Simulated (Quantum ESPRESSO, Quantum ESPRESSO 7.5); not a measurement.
# 1T-SnO2, 1 layer, stepped through biaxial strain

Aim: how the results for 1T-SnO2, 1 layer change with biaxial strain.

Main program and level: Quantum ESPRESSO 7.5; plane-wave DFT, PBE, GBRV ultrasoft pseudopotentials.

**1. The starting structure**

The cell holds 3 atoms: 2 O and 1 Sn. Its edges and angles: a = 3.220 Å, b = 3.220 Å, c = 16.789 Å, α = 90.0°, β = 90.0°, γ = 120.0°. It derives from SnO2. Vacuum lies along c.

Set-up: Cell and atoms are first relaxed; each strained cell is then held and the atoms relax in it. A periodic run with 15 Å of vacuum in the starting cell gives the vacuum levels, and bands follow along a path.

Members -2, -1, 0, 1 and 2 took the same steps and show in the table alone.

This sheet is a model structure: its symmetry is held, and its stability is not tested here.

**2. Relaxing cell and ions of the reference**

What the set-up leaves free in this member is relaxed.

ref.relax.in

```
&control
  prefix = 'ref.relax'
  outdir = './out'
  pseudo_dir = './pseudo'
  nstep = 80
  forc_conv_thr = 0.0004
  calculation = 'vc-relax'
  etot_conv_thr = 1e-06
/
&system
  ibrav = 0
  nat = 3
  ntyp = 2
  ecutwfc = 50
  ecutrho = 250
  occupations = 'smearing'
  smearing = 'fd'
  degauss = 0.004
/
&electrons
  conv_thr = 1e-09
  mixing_beta = 0.4
  electron_maxstep = 120
  mixing_mode = 'plain'
/
&ions
/
&cell
  cell_dofree = '2Dxy'
  press_conv_thr = 0.3
/
ATOMIC_SPECIES
  O   15.9990  o_pbe_v1.2.uspp.F.UPF
  Sn  118.7100  sn_pbe_v1.4.uspp.F.UPF
CELL_PARAMETERS angstrom
  3.22000000000000 0.00000000000000 0.00000000000000
  -1.61000000000000 2.78860180018589 0.00000000000000
  0.00000000000000 0.00000000000000 16.78885438199983
ATOMIC_POSITIONS crystal
  O   0.666666666700 0.333333333300 0.446724941997
  Sn  0.000000000000 0.000000000000 0.500000000000
  O   0.333333333300 0.666666666700 0.553275058003
K_POINTS automatic
  12 12 1 0 0 0
```

Started as:

```
$ OMP_NUM_THREADS=1 mpirun -n 4 pw.x -nk 4 -in ref.relax.in > ref.relax.out
```

Output:

```text
Program PWSCF v.7.5 starts
[citation notice left out]

     Parallel version (MPI & OpenMP), running on       4 processor cores
     Number of MPI processes:                 4
     Threads/MPI process:                     1

     MPI processes distributed on     1 nodes
[...]
Current dimensions of program PWSCF are:
     Max number of different atomic species (ntypx) = 10
     Max number of k-points (npk) =  40000
     Max angular momentum in pseudopotentials (lmaxx) =  4
     Message from routine setup:
     using ibrav=0 with symmetry is DISCOURAGED, use correct ibrav instead

     K-points division:     npool     =       4
     Subspace diagonalization in iterative solution of the eigenvalue problem:
     a serial algorithm will be used

     G-vector sticks info
     --------------------
     sticks:   dense  smooth     PW     G-vecs:    dense   smooth      PW
     Sum         649     511    151                68079    48653    8029

     Using Slab Decomposition

     bravais-lattice index     =            0
     lattice parameter (alat)  =       6.0849  a.u.
     unit-cell volume          =    1017.3258 (a.u.)^3
     number of atoms/cell      =            3
     number of atomic types    =            2
     number of electrons       =        26.00
     number of Kohn-Sham states=           17
     kinetic-energy cutoff     =      50.0000  Ry
     charge density cutoff     =     250.0000  Ry
     scf convergence threshold =      1.0E-09
     mixing beta               =       0.4000
     number of iterations used =            8  plain     mixing
     energy convergence thresh.=      1.0E-06
     force convergence thresh. =      4.0E-04
     press convergence thresh. =      3.0E-01
     Exchange-correlation=  SLA  PW   PBX  PBC
                           (   1   4   3   4   0   0   0)
     nstep                     =           80

     celldm(1)=   6.084918  celldm(2)=   0.000000  celldm(3)=   0.000000
     celldm(4)=   0.000000  celldm(5)=   0.000000  celldm(6)=   0.000000

     crystal axes: (cart. coord. in units of alat)
               a(1) = (   1.000000   0.000000   0.000000 )
               a(2) = (  -0.500000   0.866025   0.000000 )
               a(3) = (   0.000000   0.000000   5.213930 )

     reciprocal axes: (cart. coord. in units 2 pi/alat)
               b(1) = (  1.000000  0.577350 -0.000000 )
               b(2) = (  0.000000  1.154701  0.000000 )
               b(3) = (  0.000000 -0.000000  0.191794 )

     PseudoPot. # 1 for O  read from file:
     ./pseudo/o_pbe_v1.2.uspp.F.UPF
     Pseudo is Ultrasoft + core correction, Zval =  6.0
     Generated by new atomic code, or converted to UPF format
     Using radial grid of  737 points,  5 beta functions with:
                l(1) =   0
                l(2) =   0
                l(3) =   1
                l(4) =   1
                l(5) =   2
     Q(r) pseudized with  8 coefficients,  rinner =    0.900   0.900   0.900
                                                       0.900   0.900

     PseudoPot. # 2 for Sn read from file:
     ./pseudo/sn_pbe_v1.4.uspp.F.UPF
     Pseudo is Ultrasoft + core correction, Zval = 14.0
     Generated by new atomic code, or converted to UPF format
     Using radial grid of  891 points,  6 beta functions with:
                l(1) =   0
                l(2) =   0
                l(3) =   1
                l(4) =   1
                l(5) =   2
                l(6) =   2
     Q(r) pseudized with  8 coefficients,  rinner =    1.350   1.350   1.350
                                                       1.350   1.350

     atomic species   valence    mass     pseudopotential
     O                 6.00    15.99900     O ( 1.00)
     Sn               14.00   118.71000     Sn( 1.00)

     12 Sym. Ops., with inversion, found

   Cartesian axes

     site n.     atom                  positions (alat units)
         1        O      tau(   1) = (   0.5000000   0.2886751   2.3291925  )
         2        Sn     tau(   2) = (   0.0000000   0.0000000   2.6069650  )
         3        O      tau(   3) = (  -0.0000000   0.5773503   2.8847374  )

     number of k points=    19  Fermi-Dirac smearing, width (Ry)=  0.0040
                       cart. coord. in units 2pi/alat
        k(    1) = (   0.0000000   0.0000000   0.0000000), wk =   0.0138889
        k(    2) = (   0.0000000   0.0962250   0.0000000), wk =   0.0833333
        k(    3) = (   0.0000000   0.1924501   0.0000000), wk =   0.0833333
        k(    4) = (   0.0000000   0.2886751   0.0000000), wk =   0.0833333
        k(    5) = (   0.0000000   0.3849002   0.0000000), wk =   0.0833333
        k(    6) = (   0.0000000   0.4811252   0.0000000), wk =   0.0833333
        k(    7) = (   0.0000000  -0.5773503   0.0000000), wk =   0.0416667
        k(    8) = (   0.0833333   0.1443376   0.0000000), wk =   0.0833333
        k(    9) = (   0.0833333   0.2405626   0.0000000), wk =   0.1666667
        k(   10) = (   0.0833333   0.3367877   0.0000000), wk =   0.1666667
[...]
k(   19) = (   0.3333333   0.5773503   0.0000000), wk =   0.0277778

     Dense  grid:    68079 G-vectors     FFT dimensions: (  32,  32, 160)

     Smooth grid:    48653 G-vectors     FFT dimensions: (  27,  27, 144)

     Estimated max dynamical RAM per process >     112.68 MB

     Estimated total dynamical RAM >     400.87 MB

     Check: negative core charge=   -0.000002

     Initial potential from superposition of free atoms

     starting charge      25.0000, renormalised to      26.0000

     negative rho (up, down):  8.187E-04 0.000E+00
     Starting wfcs are   17 randomized atomic wfcs

     total cpu time spent up to now is        2.6 secs

     per-process dynamical memory:    56.1 Mb

     Self-consistent Calculation

     iteration #  1     ecut=    50.00 Ry     beta= 0.40
     Davidson diagonalization with overlap
     ethr =  1.00E-02,  avg # of iterations =  7.1

     negative rho (up, down):  1.827E-04 0.000E+00

     total cpu time spent up to now is        3.5 secs

     total energy              =    -223.67401290 Ry
     estimated scf accuracy    <       0.85826017 Ry

     iteration #  2     ecut=    50.00 Ry     beta= 0.40
[...]
negative rho (up, down):  1.689E-04 0.000E+00

[...]
total energy              =    -223.85320071 Ry
     estimated scf accuracy    <       0.07032609 Ry

     iteration #  3     ecut=    50.00 Ry     beta= 0.40
[...]
negative rho (up, down):  3.366E-04 0.000E+00

[...]
Check: negative core charge=   -0.000002

     negative rho (up, down):  1.099E-03 0.000E+00

     total cpu time spent up to now is       21.2 secs

     per-process dynamical memory:    86.1 Mb

     Self-consistent Calculation

     iteration #  1     ecut=    50.00 Ry     beta= 0.40
     Davidson diagonalization with overlap
     ethr =  1.00E-06,  avg # of iterations =  8.9

     negative rho (up, down):  7.611E-04 0.000E+00

     total cpu time spent up to now is       22.6 secs

     total energy              =    -223.87302229 Ry
     estimated scf accuracy    <       0.00186272 Ry

[...]
iteration #  8     ecut=    50.00 Ry     beta= 0.40
[...]
negative rho (up, down):  6.251E-04 0.000E+00

[...]
End of self-consistent calculation

[...]
the Fermi energy is    -2.7322 ev

!    total energy              =    -223.87328297 Ry
     estimated scf accuracy    <          4.3E-10 Ry
     smearing contrib. (-TS)   =      -0.00000000 Ry
     internal energy E=F+TS    =    -223.87328297 Ry

     The total energy is F=E-TS. E is the sum of the following terms:
     one-electron contribution =   -1011.44255138 Ry
     hartree contribution      =     513.71211485 Ry
     xc contribution           =     -57.79291539 Ry
     ewald contribution        =     331.65006895 Ry

     convergence has been achieved in   8 iterations

     negative rho (up, down):  6.251E-04 0.000E+00

     Forces acting on atoms (cartesian axes, Ry/au):

     atom    1 type  1   force =     0.00000000   -0.00000000   -0.01728982
     atom    2 type  2   force =     0.00000000    0.00000000    0.00000000
     atom    3 type  1   force =    -0.00000000   -0.00000000    0.01728982

     Total force =     0.024452     Total SCF correction =     0.000042

     Computing stress (Cartesian axis) and pressure

     negative rho (up, down):  6.251E-04 0.000E+00
          total   stress  (Ry/bohr**3)                   (kbar)     P=       -0.72
  -0.00002168   0.00000000   0.00000000           -3.19        0.00        0.00
   0.00000000  -0.00002168   0.00000000            0.00       -3.19        0.00
   0.00000000   0.00000000   0.00002875            0.00        0.00        4.23

     Energy error            =      4.6E-03 Ry
     Gradient error          =      1.7E-02 Ry/Bohr
     Cell gradient error     =      3.2E+00 kbar

     number of scf cycles    =   3
     number of bfgs steps    =   2

     enthalpy           old  =    -223.8686530359 Ry
     enthalpy           new  =    -223.8732829683 Ry

     CASE: enthalpy          _new < enthalpy          _old

     new trust radius        =       0.0483922235 bohr
     new conv_thr            =       0.0000000004 Ry

     new unit-cell volume =   1035.32253 a.u.^3 (   153.41897 Ang^3 )
     density =      1.63120 g/cm^3

CELL_PARAMETERS (angstrom)
   3.248356490   0.000000000   0.000000000
  -1.624178245   2.813159241   0.000000000
   0.000000000   0.000000000  16.788854382

ATOMIC_POSITIONS (crystal)
O                0.6666666667        0.3333333333        0.4406727861
Sn               0.0000000000       -0.0000000000        0.5000000000
O                0.3333333333        0.6666666667        0.5593272139

[...]
NEW-OLD atomic charge density approx. for the potential
     New effective cutoffs (rho, wfc):  249.31   49.95

     Check: negative core charge=   -0.000002

     negative rho (up, down):  8.565E-04 0.000E+00

     total cpu time spent up to now is       29.3 secs

     per-process dynamical memory:    86.1 Mb

[...]
!    total energy              =    -223.87428045 Ry
[...]
Total force =     0.005410     Total SCF correction =     0.000045
[...]
number of bfgs steps    =   3
[...]
new trust radius        =       0.0174325356 bohr
[...]
!    total energy              =    -223.87455255 Ry
[...]
Total force =     0.000473     Total SCF correction =     0.000024
[...]
number of bfgs steps    =   4
[...]
new trust radius        =       0.0191757891 bohr
[...]
!    total energy              =    -223.87485520 Ry
[...]
Total force =     0.002486     Total SCF correction =     0.000002
[...]
number of bfgs steps    =   5
[...]
new trust radius        =       0.0287636837 bohr
[...]
!    total energy              =    -223.87509216 Ry
[...]
Total force =     0.002965     Total SCF correction =     0.000016
[...]
number of bfgs steps    =   6
[...]
new trust radius        =       0.0104596467 bohr
[...]
!    total energy              =    -223.87512403 Ry
[...]
Total force =     0.001096     Total SCF correction =     0.000017
[...]
number of bfgs steps    =   7
[...]
new trust radius        =       0.0021873396 bohr
[...]
!    total energy              =    -223.87512609 Ry
[...]
Total force =     0.000195     Total SCF correction =     0.000005
[...]
number of bfgs steps    =   8
[...]
new trust radius        =       0.0007201832 bohr
[...]
!    total energy              =    -223.87512619 Ry
[...]
Total force =     0.000003     Total SCF correction =     0.000005
[...]
Self-consistent Calculation

     iteration #  1     ecut=    50.00 Ry     beta= 0.40
     Davidson diagonalization with overlap
     c_bands:  2 eigenvalues not converged
     c_bands:  1 eigenvalues not converged
     c_bands:  2 eigenvalues not converged
     c_bands:  2 eigenvalues not converged
     c_bands:  2 eigenvalues not converged
     ethr =  1.00E-06,  avg # of iterations = 19.7

     negative rho (up, down):  3.167E-04 0.000E+00

     total cpu time spent up to now is       80.9 secs

     total energy              =    -223.68798013 Ry
     estimated scf accuracy    <       0.86696902 Ry

[...]
iteration # 13     ecut=    50.00 Ry     beta= 0.40
[...]
negative rho (up, down):  6.169E-04 0.000E+00

[...]
End of self-consistent calculation

          k = 0.0000 0.0000 0.0000 (  6047 PWs)   bands (ev):

   -24.1181 -23.9155 -23.9155 -23.7242 -23.7242 -21.9902 -20.2841  -7.7938
    -5.3569  -5.3569  -4.9168  -4.9168  -4.7730  -1.5435   1.5857   3.5343
     3.8551

          k = 0.0000 0.0964 0.0000 (  6016 PWs)   bands (ev):

   -24.0926 -23.9676 -23.8996 -23.7411 -23.7249 -21.9420 -20.1760  -7.9292
    -5.7228  -5.5470  -5.1481  -4.8275  -4.5719  -1.1959   1.8412   3.6563
     3.9952

          k = 0.0000 0.1928 0.0000 (  6030 PWs)   bands (ev):

   -24.1509 -23.9903 -23.8607 -23.7693 -23.7234 -21.7917 -19.9018  -8.3604
    -6.4382  -5.9253  -5.3700  -4.7170  -4.4499  -0.4123   2.4365   4.0057
     4.4161

          k = 0.0000 0.2892 0.0000 (  6062 PWs)   bands (ev):

   -24.3488 -23.9069 -23.8247 -23.7856 -23.7037 -21.5413 -19.5685  -9.0283
    -7.1550  -6.3428  -5.4855  -4.6489  -4.3811   0.4104   2.9527   4.5183
     5.0532

          k = 0.0000 0.3856 0.0000 (  6052 PWs)   bands (ev):

   -24.5318 -23.8706 -23.8136 -23.7559 -23.6573 -21.2293 -19.2822  -9.7161
    -7.7739  -6.7118  -5.4788  -4.6133  -4.3476   0.9754   3.1216   5.2067
     5.7818

          k = 0.0000 0.4821 0.0000 (  6070 PWs)   bands (ev):

   -24.6559 -23.8763 -23.8150 -23.7075 -23.6131 -20.9496 -19.1108 -10.2111
    -8.2051  -6.9632  -5.4233  -4.5972  -4.3435   1.1854   3.2144   5.9558
     6.7265

[...]
k = 0.2505 0.5303 0.0000 (  6057 PWs)   bands (ev):
[key lines of the parts left out:]
total energy              =    -223.87499703 Ry
the Fermi energy is    -2.9875 ev
convergence has been achieved in   6 iterations
```

It took 92 s on 4 MPI ranks of Intel Xeon Platinum 8488C (Sapphire Rapids), shared host; peak memory 0.69 GiB.

The steps of the relaxation:

| step | energy less that of the first step (eV) | largest force (eV/Å) | volume (Å³) |
| --- | --- | --- | --- |
| 1 | 0.0000 | 1.7584 | 150.75 |
| 2 | -0.1218 | 1.0813 | 152.28 |
| 3 | -0.1848 | 0.4445 | 153.35 |
| 4 | -0.1983 | 0.0984 | 153.42 |
| 5 | -0.2021 | 0.0086 | 152.93 |
| 6 | -0.2062 | 0.0452 | 152.02 |
| 7 | -0.2094 | 0.0539 | 150.65 |
| 8 | -0.2098 | 0.0199 | 150.16 |
| 9 | -0.2099 | 0.0036 | 150.15 |
| 10 | -0.2099 | 0.0001 | 150.17 |
| 11 | -0.2081 | 0.0003 | 150.17 |

| cell as run | before | after | change |
| --- | --- | --- | --- |
| a (Å) | 3.220 | 3.214 | -0.2 % |
| b (Å) | 3.220 | 3.214 | -0.2 % |

The atoms that moved most (Å, along periodic axes as changes of fractional coordinates times the final cell, across vacuum about the mean position):

| atom | dx | dy | dz | length |
| --- | --- | --- | --- | --- |
| O3 | 0.000 | 0.000 | 0.125 | 0.125 |
| O1 | 0.000 | 0.000 | -0.125 | 0.125 |

The relaxed structure:

```
CELL_PARAMETERS angstrom
3.21381 0.00000 0.00000
-1.60691 2.78324 0.00000
0.00000 0.00000 16.78885
ATOMIC_POSITIONS crystal
O 0.66667 0.33333 0.43930
Sn 0.00000 0.00000 0.50000
O 0.33333 0.66667 0.56070
```

 The last row is no step: it is a fresh SCF in the final cell with a new plane-wave basis, +2 meV from the row before.

Read from the output:

| Item | Value |
| --- | --- |
| free energy | -3045.9745 eV |
| Fermi energy | -2.987 eV |

(Part 1 of 6 ends here.)

[Logs are printed without paths, hosts, clocks, repeated set-up lines and the standing remarks that a program may print on its own settings, such as how far it seeks lower states.]

[Hosts, paths, dates, database ids (printed as entryN), source tags and the programs' standing remarks are cut or masked in the printed files.]

[Maps of the electrostatic potential energy from Ansatz leave out the sawtooth potential of an applied field or a dipole correction, so their vacuum need not be flat; planar profiles and work functions include it.]
